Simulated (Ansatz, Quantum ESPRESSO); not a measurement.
**Cu [001], fcc: pulling along c**

The c axis is held at a set length while the cell relaxes sideways. How do the lateral strain and the stress follow? The strained cell has c along the load; unstrained it is a = 2.5147 Å, b = 2.5147 Å, c = 3.5564 Å, α = 90.00°, β = 90.00°, γ = 90.00°, with 2 atoms.

Calculated with Quantum ESPRESSO 7.5, PBEsol, GBRV 1.5 ultrasoft potentials, cutoff 680 eV, Fermi–Dirac smearing 0.05 eV, k-mesh 17×17×12, no spin polarisation, no spin-orbit coupling.

Relaxed positions at 0 %:

```
atom       x       y       z
  Cu  0.0000  0.0000  0.0000
  Cu  0.5000  0.5000  0.5000
```

```
ε_c (%)   a (Å)   c (Å)  ε_a (%)  σ (GPa, tension positive)
     −3  2.5474  3.4497    1.300                      −2.90
     −1  2.5250  3.5208    0.407                      −1.19
      0  2.5151  3.5564    0.015                      −0.10
      1  2.5049  3.5919   −0.391                       0.84
      2  2.4952  3.6275   −0.775                       1.77
      3  2.4862  3.6631   −1.136                       2.81
```

**Question.** Fit both responses and give the free strain and the stress at −2 %, a row left out above.

Least squares with y = y0 + y1 ε + y2 ε² (ε in %) gives ε_a = 0.005 + (−0.4055) ε + (0.0085) ε² and σ = −0.16 + (0.955) ε + (0.012) ε² GPa. The linear terms put the ratio of free to applied strain at −0.406 and the Young modulus at 96 GPa. The rows at ±1 % alone give −0.399 and 102 GPa, so higher orders enter the wide fit.

At −2 % the free strain comes out as 0.850 %. The run itself gives 0.826 %, so the estimate misses by 0.024 %, more than the largest misfit of the fitted rows (0.012 %).

The stress comes out as −2.02 GPa. The run itself gives −2.21 GPa, so the estimate misses by 0.19 GPa, more than the largest misfit of the fitted rows (0.09 GPa).

Along a cube axis ν = C12/(C11 + C12) and Y = (C11 − C12)(C11 + 2C12)/(C11 + C12), so C11 = Y(1 − ν)/[(1 + ν)(1 − 2ν)] = 214 GPa and C12 = 146 GPa.

The same fit over all rows at other levels or in other programs gives the strain ratio = −0.406 with PBEsol (Ansatz).

[Logs are printed without paths, hosts, clocks, repeated set-up lines and the standing remarks that a program may print on its own settings, such as how far it seeks lower states.]
